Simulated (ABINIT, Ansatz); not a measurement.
# A GW chain in ABINIT: YHSe (P-6m2), part 3 of 3

How does a plane-wave GW calculation on YHSe (P-6m2) run from the first input to the gap?

ABINIT 10.8.3; LDA and many-body steps on it, plane waves. Known limits of the many-body steps: not at the basis limit; exchange with frozen shells missing; no spin-orbit coupling; coarse k mesh.

So far. Step 3 (Bands along the symmetry lines): The gap is 1.365 eV, as in the run before at this level. Step 4 (Empty states on the mesh, 3×3×4 mesh, 42 bands): On this mesh the gap is 1.365 eV.

### Step 5. Screening, 3×3×4 mesh, 38 bands, screening to 98 eV

The RPA dielectric matrix is built and inverted for each q.

This step: RPA screening on LDA, plane waves, norm-conserving pseudopotentials.

File run.abi:

```
acell 3*1.0 Angstrom
rprim 
  3.840931335803 -0.000000000001 0.000000000000
  -1.920465667901 3.326344110998 0.000000000000
  0.000000000000 0.000000000000 3.915549560000
ntypat 3
znucl 39 1 34
natom 3
typat 1 2 3
xred 
  0.000000000000 0.000000000000 0.000000000000
  0.333333333333 0.666666666667 0.000000000000
  0.666666666667 0.333333333333 0.500000000000
pp_dirpath "pseudos"
pseudos "Y.upf, H.upf, Se.upf"
ecut 39
ngkpt 3 3 4
nshiftk 1
shiftk 0 0 0
kptopt 1
chksymbreak 0
istwfk *1
occopt 1
irdwfk 1
optdriver 3
nband 38
ecuteps 3.6
inclvkb 2
awtr 1
symchi 1
indata_prefix "in"
outdata_prefix "out"
tmpdata_prefix "tmp"
```

Command:

```
$ OMP_NUM_THREADS=1 mpirun -n 4 abinit run.abi > log
```

Numbers of over 12 decimals in the logs are rounded to 6 here.

What it wrote:

```text
.Version 10.8.3 of ABINIT. v10.8.2 released Aug 2026.

 Symmetries : space group P-6 m 2 (#187); Bravais hP (primitive hexag.)
[... echo of the input left out ...]
== DATASET  1 ==================================================================
-   mpi_nproc: 4, omp_nthreads: 1 (-1 if OMP is not activated)

--- !DatasetInfo
iteration_state: {dtset: 1, }
dimensions: {natom: 3, nkpt: 9, mband: 38, nsppol: 1, nspinor: 1, nspden: 1, mpw: 3939, }
cutoff_energies: {ecut:  39.0, pawecutdg:  -1.0, }
electrons: {nelect:   2.80000000E+01, charge:   0.00000000E+00, occopt:   1.00000000E+00, tsmear:   1.00000000E-02, }

 SCREENING: Calculation of the susceptibility and dielectric matrices

 Based on a program developped by R.W. Godby, V. Olevano, G. Onida, and L. Reining.
 Incorporated in ABINIT by V. Olevano, G.-M. Rignanese, and M. Torrent.
.Using double precision arithmetic ; gwpc =  8

[... cell and pseudopotentials left out ...]
--------------------------------------------------------------------------------

 ==== K-mesh for the wavefunctions ====
 Number of points in the irreducible wedge :     9
[... list of points left out ...]
 Together with 12 symmetry operations and time-reversal symmetry
 yields    36 points in the full Brillouin Zone.

 ==== Q-mesh for the screening function ====
 Number of points in the irreducible wedge :     9
[... list of points left out ...]
 Together with 12 symmetry operations and time-reversal symmetry
 yields    36 points in the full Brillouin Zone.

 setmesh: FFT mesh size selected  =    24x   24x   27
          total number of points  =        15552

 vcoul_init : cutoff-mode = AUXILIARY_FUNCTION
 q-points for optical limit:   1
     1)      0.000010    0.000020    0.000030

- screening: taking advantage of time-reversal symmetry
- Maximum band index for partially occupied states nbvw = 14
- Remaining bands to be divided among processors   nbcw = 24
- Number of bands treated by each node ~6

 Number of electrons calculated from density =   28.0000; Expected =   28.0000
 average of density, n =  0.082940
 r_s =    1.4225
 omega_plasma =   27.7804 [eV]

 calculating chi0 at frequencies [eV] :
  1    0.000000E+00    0.000000E+00
  2    0.000000E+00    2.778037E+01

--------------------------------------------------------------------------------
  q-point number  1        q = ( 0.000000, 0.000000, 0.000000) [r.l.u.]
--------------------------------------------------------------------------------
[... chi0 elements left out ...]
 For q-point:  0.000010 0.000020 0.000030
  dielectric constant =  11.4256
  dielectric constant without local fields =  12.6299

  Average fulfillment of the sum rule on Im[epsilon] for q-point    1 :     35.70  [%]
[... wings left out ...]
  q-point number  2        q = ( 0.333333, 0.000000, 0.000000) [r.l.u.]
--------------------------------------------------------------------------------
[... chi0 elements left out ...]
  Average fulfillment of the sum rule on Im[epsilon] for q-point    2 :     50.03  [%]

 [... 7 further q-points ...]
```

Elapsed: 12 s, on 4 MPI ranks of Arm Neoverse N1, shared host; peak memory 0.53 GiB.

This step gave:

| Property | Result |
| --- | --- |
| ε∞ with local fields, on this mesh, along the program's q direction | 11.43 |
| the same without local fields | 12.63 |
| plasma frequency | 27.78 eV |
| plane waves in the screening matrix | 109 |

Local fields lower ε∞ by 10 %. On a Γ-centred mesh this coarse the value itself is usually too large, while a short band sum pulls it down.

### Step 6. Self-energy, 3×3×4 mesh, 38 bands, screening to 98 eV

The self-energy is evaluated for the states that the input lists, and the levels follow from it, in one-shot runs by the linearised quasiparticle equation.

This step: G0W0 on LDA, plane waves, norm-conserving pseudopotentials.

run.abi: that of step 5 with these lines changed.

```diff
@@ -24,8 +24,17 @@
 irdwfk 1
-optdriver 3
+optdriver 4
 nband 38
+gwcalctyp 0
+ecutsigx 39
+symsigma 1
+nkptgw 2
+kptgw 
+  0.0000000000 0.0000000000 0.5000000000
+  0.0000000000 0.0000000000 0.0000000000
+bdgw 
+  12 16
+  13 17
 ecuteps 3.6
-inclvkb 2
-awtr 1
-symchi 1
+irdscr 1
+ppmodel 1
 indata_prefix "in"
```

What it wrote:

```text
.Version 10.8.3 of ABINIT. v10.8.2 released Aug 2026.

 Symmetries : space group P-6 m 2 (#187); Bravais hP (primitive hexag.)
[... echo of the input left out ...]
== DATASET  1 ==================================================================
-   mpi_nproc: 4, omp_nthreads: 1 (-1 if OMP is not activated)

--- !DatasetInfo
iteration_state: {dtset: 1, }
dimensions: {natom: 3, nkpt: 9, mband: 38, nsppol: 1, nspinor: 1, nspden: 1, mpw: 3939, }
cutoff_energies: {ecut:  39.0, pawecutdg:  -1.0, }
electrons: {nelect:   2.80000000E+01, charge:   0.00000000E+00, occopt:   1.00000000E+00, tsmear:   1.00000000E-02, }

 SIGMA: Calculation of the GW corrections

 Based on a program developped by R.W. Godby, V. Olevano, G. Onida, and L. Reining.
 Incorporated in ABINIT by V. Olevano, G.-M. Rignanese, and M. Torrent.
.Using double precision arithmetic ; gwpc =  8

[... cell and pseudopotentials left out ...]
--------------------------------------------------------------------------------

 ==== K-mesh for the wavefunctions ====
 Number of points in the irreducible wedge :     9
[... list of points left out ...]
 Together with 12 symmetry operations and time-reversal symmetry
 yields    36 points in the full Brillouin Zone.

 ==== Q-mesh for screening function ====
 Number of points in the irreducible wedge :     9
[... list of points left out ...]
 Together with 12 symmetry operations and time-reversal symmetry
 yields    36 points in the full Brillouin Zone.

 vcoul_init : cutoff-mode = AUXILIARY_FUNCTION
 q-points for optical limit:   1
     1)      0.000010    0.000020    0.000030
 setmesh: FFT mesh size selected  =    36x   36x   45
          total number of points  =        58320

 Number of electrons calculated from density =   28.0000; Expected =   28.0000
 average of density, n =  0.082940
 r_s =    1.4225
 omega_plasma =   27.7804 [eV]

 === KS Band Gaps ===
  >>>> For spin  1
   Minimum direct gap =   1.7387 [eV], located at k-point      :   0.0000  0.0000  0.5000
   Fundamental gap    =   1.3651 [eV], Top of valence bands at :   0.0000  0.0000  0.5000
                                       Bottom of conduction at :   0.0000  0.0000  0.0000
 SIGMA fundamental parameters:
 PLASMON POLE MODEL  1
 number of plane-waves for SigmaX                 3927
 number of plane-waves for SigmaC and W            109
 number of plane-waves for wavefunctions          3927
 number of bands                                    38
 number of independent spin polarizations            1
 number of spinorial components                      1
 number of k-points in IBZ                           9
 number of q-points in IBZ                           9
 number of symmetry operations                      12
 number of k-points in BZ                           36
 number of q-points in BZ                           36
 number of frequencies for dSigma/dE                 9
 frequency step for dSigma/dE [eV]                0.25
 number of omega for Sigma on real axis              0
 max omega for Sigma on real axis  [eV]           0.00
 zcut for avoiding poles [eV]                     0.10

 EPSILON^-1 parameters (SCR file):
 dimension of the eps^-1 matrix on file            109
 dimension of the eps^-1 matrix used               109
 number of plane-waves for wavefunctions          3927
 number of bands                                    38
 number of q-points in IBZ                           9
 number of frequencies                               2
 number of real frequencies                          1
 number of imag frequencies                          1

 matrix elements of self-energy operator (all in [eV])

 Perturbative Calculation

--- !SelfEnergy_ee
iteration_state: {dtset: 1, }
kpoint     : [   0.000,    0.000,    0.500, ]
spin       : 1
KS_gap     :    1.739
QP_gap     :    3.282
Delta_QP_KS:    1.543
data: !SigmaeeData |
     Band     E0 <VxcDFT>   SigX SigC(E0)      Z dSigC/dE  Sig(E)    E-E0       E
       12   5.620 -13.935 -16.856   2.579   0.802  -0.247 -14.210  -0.275   5.345
       13   5.620 -13.935 -16.856   2.579   0.802  -0.247 -14.210  -0.275   5.345
       14   6.764 -13.307 -15.813   2.332   0.803  -0.246 -13.447  -0.140   6.624
       15   8.503 -12.347  -7.138  -3.487   0.815  -0.227 -10.944   1.403   9.906
       16   8.503 -12.347  -7.138  -3.487   0.815  -0.227 -10.944   1.403   9.906

--- !SelfEnergy_ee
iteration_state: {dtset: 1, }
kpoint     : [   0.000,    0.000,    0.000, ]
spin       : 1
KS_gap     :    2.927
QP_gap     :    4.215
Delta_QP_KS:    1.288
data: !SigmaeeData |
     Band     E0 <VxcDFT>   SigX SigC(E0)      Z dSigC/dE  Sig(E)    E-E0       E
       13   5.202 -13.422 -16.191   2.517   0.801  -0.249 -13.624  -0.202   4.999
       14   5.202 -13.422 -16.191   2.517   0.801  -0.249 -13.624  -0.202   4.999
       15   8.129 -11.520  -6.731  -3.463   0.819  -0.221 -10.435   1.085   9.214
       16  10.502 -13.530  -8.376  -3.622   0.806  -0.241 -12.296   1.235  11.737
       17  10.502 -13.530  -8.376  -3.622   0.806  -0.241 -12.296   1.235  11.737

== END DATASET(S) ==============================================================
================================================================================

 -outvars: echo values of variables after computation  --------
           etotal      0.0000000000E+00
            nband          38
             nkpt           9
          spgroup         187
 [... the other variables as echoed above ...]

 Calculation completed.
```

The job ended after 5.9 s (4 MPI ranks; peak memory 0.19 GiB; 23 s of CPU time).

Numbers from this step:

```yaml
g0w0_gap_on_the_points_computed: 2.590 eV
starting_gap_on_the_mesh: 1.365 eV
k_of_the_valence_top: 0, 0, 0.5
k_of_the_conduction_bottom: 0, 0, 0
z_at_the_valence_top: 0.803
z_at_the_conduction_bottom: 0.819
least_direct_g0w0_gap_on_the_computed_points: 3.282 eV
```

The gap on the mesh goes from 1.36 eV to 2.59 eV, a correction of +1.23 eV.

Limits: finite bands, cutoff and mesh; exchange with frozen shells missing; no spin-orbit coupling; coarse k mesh. v1 is the top filled band, c1 the lowest empty one. The levels before and after the correction (eV, zero at the valence-band top of each column):

|  | conduction bottom | valence top |
| --- | --- | --- |
| Kohn-Sham | 1.36 | 0.00 |
| G0W0 | 2.59 | 0.00 |

|  | level | energy (eV) |
| --- | --- | --- |
| Kohn-Sham | (0 0 0.5) v3-v2 | -1.144 |
| Kohn-Sham | (0 0 0.5) v1 | 0.000 |
| Kohn-Sham | (0 0 0.5) c1-c2 | 1.739 |
| Kohn-Sham | Γ v2-v1 | -1.562 |
| Kohn-Sham | Γ c1 | 1.365 |
| Kohn-Sham | Γ c2-c3 | 3.738 |
| G0W0 | (0 0 0.5) v3-v2 | -1.279 |
| G0W0 | (0 0 0.5) v1 | 0.000 |
| G0W0 | (0 0 0.5) c1-c2 | 3.282 |
| G0W0 | Γ v2-v1 | -1.625 |
| G0W0 | Γ c1 | 2.590 |
| G0W0 | Γ c2-c3 | 5.113 |

### Step 7. Where the time went

Times are wall times on 4 MPI ranks of Arm Neoverse N1, shared host, good to a factor of about two.

| step | time | share | memory (GiB) |
| --- | --- | --- | --- |
| ground state | 38 s | 28 % | 0.34 |
| bands along the symmetry lines | 56 s | 41 % | 0.35 |
| empty states on the mesh | 25 s | 18 % | 0.28 |
| screening | 12 s | 9 % | 0.53 |
| self-energy | 5.9 s | 4 % | 0.19 |

### Step 8. Summary of results

| Property | Result |
| --- | --- |
| LDA gap | 1.36 eV, indirect |
| G0W0 gap on the mesh | 2.59 eV |
| GW settings | 3×3×4 mesh, 38 bands, screening to 98 eV, Godby-Needs plasmon pole |
| known limits | not at the basis limit; exchange with frozen shells missing; no spin-orbit coupling; coarse k mesh |

G0W0 moves the gap on the mesh from 1.36 eV to 2.59 eV (+1.23 eV), with Z of 0.80 and 0.82 at the edges. Local fields lower the RPA ε∞ on this mesh from 12.63 to 11.43; a Γ-centred mesh this coarse tends to raise both, most where the direct gap is narrow, while a short band sum lowers them. Only 2 of the mesh's irreducible points were corrected, so a valley elsewhere could overtake. Bands and cutoff are finite, so the gap is not at the basis limit. The miss can reach some tenths of an eV and take either sign; the mesh is an error of its own. In the G0W0 run levels were corrected at 2 k points alone, so a gap called «on the mesh» is the least over those, and an edge elsewhere would be missed. The 3×3×4 mesh is coarse for this cell, which bears on the long-range parts of exchange and screening. The norm-conserving file of at least one element keeps a d shell over frozen s and p shells of the same row. Exchange with those shells is missing from the self-energy, an error of 0.3 to 0.9 eV in cases checked, whose sign depends on which edge lies on those atoms. The many-body steps are scalar-relativistic: spin-orbit coupling is not in them.

[Paths, hosts, dates, memory and timing lines, banners, echoed tables and standing remarks are left out of the program output.]

[Logs are printed without paths, hosts, clocks, repeated set-up lines and the standing remarks that a program may print on its own settings, such as how far it seeks lower states.]

[Runs of the session that timed out or met a known fault of the program may be left out.]

[Hosts, paths, dates, database ids (printed as entryN), source tags and the programs' standing remarks are cut or masked in the printed files.]

[G0W0 gaps are taken among the corrected bands and points alone; a level outside them can change the order at an edge.]

[Where Ansatz stands beside ABINIT at settings called matched, ABINIT's density can come from a denser mesh and the files from another edition; pairs whose starting gaps differed by over 0.03 eV were left out, so agreement reads better than it is.]
